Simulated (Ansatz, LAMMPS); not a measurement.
# Force difference against the spacing of support functions in amorphous 57SiO2-30PbO-13Na2O (mol %) (62 atoms)

Density of this cell: 4.07 g/cm³. The cell holds 62 atoms: 13 Si, 7 Pb, 6 Na and 36 O. Cell: a = 10.102 Å, b = 10.102 Å, c = 10.102 Å, α = 90.0°, β = 90.0°, γ = 90.0°. 62 atoms (13 Si, 7 Sr, 6 Na, 36 O) placed at random at 2.79 g/cm³, melted at 5000 K for 10 ps at fixed volume with the Morse and Coulomb pair potential with partial charges (Pedone, Malavasi, Menziani, Cormack and Segre, J. Phys. Chem. B 110, 11780 (2006)). Quenched from 5000 K to 300 K at 10 K/ps and fixed volume, held 5 ps, then minimised at fixed cell. Then Sr was replaced by Pb and the cell scaled by 1.008 (the potential has no terms for the new elements, so the cell is a start for a DFT relaxation).

Calculated with Ansatz 0.2.0: Kohn-Sham DFT, PBE, PAW (set soft_2), localised support functions (medium), with the spacing typed; the reference is Kohn-Sham DFT, PBE, PAW (set soft_2), plane waves, cutoff 750 eV, Γ point, fermi-dirac smearing of 0.05 eV, with an r.m.s. force component of 0.779 eV/Å.

| spacing (Å) | r.m.s. force difference (meV/Å) | time |
| --- | --- | --- |
| 0.211 | 0.577 | 57 s |
| 0.238 | ? | ? |
| 0.275 | 2.3 | 59 s |
| 0.33 | 31.87 | 41 s |

**Question.** Fit a power law of the spacing to the rows given and interpolate to the withheld row.

Worked fit:

A power law y = A x^b is a line in u = ln x and v = ln y.

| u = ln x | v = ln y |
| --- | --- |
| -1.55590 | -0.549913 |
| -1.29098 | 0.832909 |
| -1.10866 | 3.46163 |

With n = 3: mean u = -1.31851, mean v = 1.24821, Σ(u − ū)² = 0.10115, Σ(u − ū)(v − v̄) = 0.87990. Slope b = 0.87990 / 0.10115 = 8.6993; intercept a = v̄ − b ū = 12.718.

At the withheld row u = -1.435, v = a + b u = 0.2307, and y = exp(v).

Prediction at 0.238: 1.259 meV/Å. The run gave 0.906 meV/Å, so the fit is high by 0.35 meV/Å (39 % of the value).

The fitted exponent is 8.7. Between neighbouring rows, the withheld one included, the exponents are 3.7, 6.4 and 14, so one power law doesn't hold over the range. Among the rows given, the largest relative miss of the fit is at 0.275, by 2.1 meV/Å (92 %).

Limits: The difference holds the reference's own basis error, which sets a floor under it.

[Hosts, paths, dates, database ids (printed as entryN), source tags and the programs' standing remarks are cut or masked in the printed files.]
